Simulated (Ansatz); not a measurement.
# Glassy Na2MgSi3O8 (126 atoms) under strain: runs compared

Aim: relax glassy Na2MgSi3O8 (126 atoms), then change its volume and shape to read moduli from the stress.

Computed with Ansatz 0.2.0: Kohn-Sham DFT, PBE, PAW (set soft_2), plane waves.

### 1. The cell as built

The cell holds 126 atoms: 9 Mg, 18 Na, 72 O and 27 Si. Cell: a = 11.759 Å, b = 11.759 Å, c = 11.759 Å, α = 90.0°, β = 90.0°, γ = 90.0°. 126 atoms (9 Mg, 18 Na, 72 O, 27 Si) placed at random at 2.58 g/cm³, melted at 4500 K for 20 ps at fixed volume with the Morse and Coulomb pair potential with partial charges (Pedone, Malavasi, Menziani, Cormack and Segre, J. Phys. Chem. B 110, 11780 (2006)). Quenched from 4500 K to 300 K at 20 K/ps and fixed volume, held 20 ps at zero pressure.

What the set-up can't give: The quench rate of 20 K/ps far exceeds what a furnace or splat quench reaches, so expect more defects and frozen-in strain than in a real sample. The network of bonds at the start is that of the classical potential that made the cell, and needn't be the one that DFT or experiment would give. Only the Γ point is sampled.

### 2. The reference run

The reference is a single point at the end of the relaxation.

Every strained cell starts from the geometry of this run, and its atoms are relaxed with the cell held.

Its input, with most atom lines left out:

```yaml
crystal:
  lattice:
    - [11.6516, 0.17601, 0.12958]
    - [0.17601, 11.91195, 0.10622]
    - [0.12958, 0.10622, 12.00594]
  atoms:
    - { symbol: Mg, position: [0.92536, 0.19348, 0.21412] }
    - { symbol: Mg, position: [0.09494, 0.32472, 0.91649] }
    - { symbol: Mg, position: [0.86104, 0.10556, 0.0205] }
    - { symbol: Mg, position: [0.04712, 0.44273, 0.43908] }
    - { symbol: Mg, position: [0.74831, 0.5758, 0.92732] }
    - { symbol: Mg, position: [0.13441, 0.00486, 0.08452] }
    - { symbol: Mg, position: [0.47065, 0.05495, 0.12605] }
    [... atom lines 8 to 126 left out ...]
kpoints:
  mp_grid: { grid: [1, 1, 1] }
hamiltonian:
  xc: pbe
scf:
  occupations: { method: fixed }
output:
  forces: true
  stress: true
  populations: true
  dos:
    method: { smearing: { sigma: 0.08 } }
    de: 0.1
    projected: { site_lists: { Mg: [Mg], Na: [Na], O: [O], Si: [Si] } }
  eigenvalues: true
  write_density: true
  write_potential: true
  volumetric_format: npy
  elf: true
```

| Quantity | Value |
| --- | --- |
| free energy per atom | -811.3467 eV/atom |
| r.m.s. force component | 0.00773 eV/Å |
| pressure | 0.01003 GPa |

Filled and empty levels are parted by 3.31 eV (at Γ alone); a semilocal functional tends to put such gaps too low. In a disordered cell it changes from sample to sample, and tail or defect levels can set it.

### 3. The runs

Each row is one run, on 4 threads of Arm Neoverse V1, shared host. The free energy is the program's total, comparable only between runs with the same functional, potentials and atoms.

```csv
run,atoms,outcome,"ionic steps, all passes",free energy (eV),time,host memory (GiB)
Single point at the start,126,converged,-,-102216.986,23 s,2.2
Cell and atoms relaxed,126,converged,20,-102229.678,7.7 min,2.2
Single point at the relaxed geometry,126,converged,-,-102229.678,45 s,2.5
Volume -3 %,126,converged,9,-102229.443,4.4 min,2.4
Volume +3 %,126,converged,9,-102229.456,5.1 min,2.6
Volume -6 %,126,converged,9,-102228.685,4.4 min,2.4
Volume +6 %,126,converged,7,-102228.797,4.1 min,2.6
Volume -10 %,126,converged,11,-102226.787,5.5 min,2.3
Stretched by 1 % along x,126,converged,5,-102229.632,2.8 min,2.5
Compressed by 1 % along x,126,converged,6,-102229.622,3.2 min,2.4
Sheared by 2 % in xy,126,converged,5,-102229.610,2.7 min,2.5
```

In some runs the program notes that the SCF threshold is loose for the stress.

### 4. Pressure against volume

Atoms are relaxed at each volume, in the scaled cell.

```csv
volume change (%),volume (Å³/atom),energy change (meV/atom),pressure (GPa),largest move on relaxing (Å),bonds,gap (eV)
-10,11.897,22.95,5.89,0.57,239,3.51
-6,12.426,7.89,3.33,0.58,235,3.45
-3,12.823,1.87,1.55,0.52,230,3.41
+0,13.219,0.00,0.01,-,227,3.31
+3,13.616,1.76,-1.45,0.16,223,3.18
+6,14.013,6.99,-2.68,0.30,222,3.06
```

### 5. Uniaxial strain and shear

Stress (GPa, compression positive) less that of the relaxed cell, atoms relaxed:

```csv
strain,xx,yy,zz,xy,energy change (meV/atom)
stretched by 1 % along x,-0.931,-0.417,-0.318,0.019,0.37
compressed by 1 % along x,0.981,0.343,0.293,0.011,0.45
sheared by 2 % in xy,0.007,-0.034,-0.025,-0.604,0.54
```

### 6. What came out

The bulk modulus, from the slope of pressure against ln V over the three points nearest the relaxed volume, is 49.9 GPa; a quadratic over all points gives a pressure derivative of about 2.4. The count of bonds runs from 222 to 239 over the series, so at some points contacts cross the cutoffs. At -10 %, -6 % and -3 % some atom moved by over 0.5 Å on relaxing, so those points may sit in another local minimum. The gap goes from 3.51 eV at the smallest volume to 3.06 eV at the largest, -2.8 eV per unit of ln V by a straight line, on the run's k-points. In the Cartesian axes of the cell, finite differences give C11 = 95.6, C12 = 38.0, C13 = 30.6 and C66 = 30.2 GPa (the shear of 2 % is the engineering strain, εxy = 0.01). The mean of C11, C12 and C13, which equals the bulk modulus in a cubic or isotropic solid, is 54.7 GPa: it agrees with the bulk modulus within 10 %. For an isotropic solid C66 would equal (C11 − C12)/2 = 28.8 GPa; so small a sample needn't be isotropic, and C66 rests on one shear. With the bulk modulus and C66 as K and G, Young's modulus would be about 75 GPa and Poisson's ratio 0.25.

Caveats: Strains are finite and relaxations stop at the force tolerance of the input, which can leave moduli too stiff; they are those of a static cell at zero temperature. Volumes are changed with the cell's shape held, so in an anisotropic solid the modulus lies over the one under free hydrostatic load. The program notes that the SCF threshold of the relaxations is loose for the stress.

The DFT runs together took 41 min of wall time.

[Logs are printed without paths, hosts, clocks, repeated set-up lines and the standing remarks that a program may print on its own settings, such as how far it seeks lower states.]

[Hosts, paths, dates, database ids (printed as entryN), source tags and the programs' standing remarks are cut or masked in the printed files.]
